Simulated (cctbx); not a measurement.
# Reading a Patterson map

Space group P6_3/mmc (no. 194), a = 5.9870 Å, b = 5.9870 Å, c = 10.6190 Å, α = 90.00°, β = 90.00°, γ = 120.00°, content Ce2 Rb4 Li2.

Simulated single-crystal data (cctbx): Cu Kα, λ = 1.54184 Å, to d = 0.8 Å, 70 % of the full sphere, strongest reflection 40000 counts, noise from counting, a 1.5 % proportional error and a noise floor of 15 counts (s.d.); no absorption, some extinction.

Patterson synthesis from sharpened amplitudes, origin scaled to 1000:

```text
Patterson group P 6/m m m
      u       v       w   height  length (A)
  0.000   0.000   0.000   1000.0     0.00
  0.000   0.000   0.333    878.0     3.54
  0.333   0.667   0.500    492.8     6.34
  0.333   0.667   0.167    424.4     3.88
  0.000   0.000   0.108     45.5     1.15
  0.000   0.000   0.443     44.3     4.70
  0.333   0.667   0.391     42.6     5.40
  0.333   0.667   0.056     42.2     3.51
  0.108   0.215   0.000     42.0     1.12
  0.000   0.159   0.064     39.5     1.17
  0.225   0.451   0.500     39.4     5.80
  0.107   0.213   0.330     39.3     3.67
  0.000   0.000   0.225     38.2     2.39
  0.333   0.667   0.276     37.9     4.53
```

Q: Assign the vectors.

A peak at u stands for all pairs with xi − xj = u, with weight Σ ZiZj against Σ Z² = 12222 at the origin. Peak heights follow these weights only roughly, since form factors, motion and series ripples differ, all vectors within 0.55 Å of a peak are counted as merged into it though the farther ones add only part of their weight, and F(000) is left out, which lowers the whole map:

| u | v | w | shortest length (Å) | height | 1000 ΣZiZj/ΣZ² | pairs in the cell |
| --- | --- | --- | --- | --- | --- | --- |
| 0.000 | 0.000 | 0.333 | 3.54 | 878 | 926 | 4 × Ce–Rb, 2 × Rb–Rb |
| 0.333 | 0.667 | 0.500 | 6.33 | 493 | 528 | 1 × Ce–Ce, 2 × Rb–Rb, 2 × Ce–Li |
| 0.333 | 0.667 | 0.167 | 3.88 | 424 | 481 | 2 × Ce–Rb, 1 × Rb–Rb, 2 × Rb–Li |
| 0.000 | 0.000 | 0.108 | 1.15 | 46 | 0 | none within 0.55 Å |

The table stops at ten peaks or at a height of 45, below which ripples compete. In the model behind the data Ce, the heaviest element, has 1 independent site: (1/3, 2/3, 1/4), up to an allowed shift of origin; the Ce–Ce vectors are differences of these positions and their symmetry mates. The whole model:

| atom | mult. | x | y | z | Ueq (Å²) |
| --- | --- | --- | --- | --- | --- |
| Ce1 | 2 | 1/3 | 2/3 | 1/4 | 0.0134 |
| Rb1 | 4 | 1/3 | 2/3 | 0.5835 | 0.0161 |
| Li1 | 2 | 0 | 0 | 3/4 | 0.0219 |

The model was made for the exercise: a known structure type with other elements put in, its volume estimated, not relaxed; displacement parameters are assumed.

[Logs are printed without paths, hosts, clocks, repeated set-up lines and the standing remarks that a program may print on its own settings, such as how far it seeks lower states.]
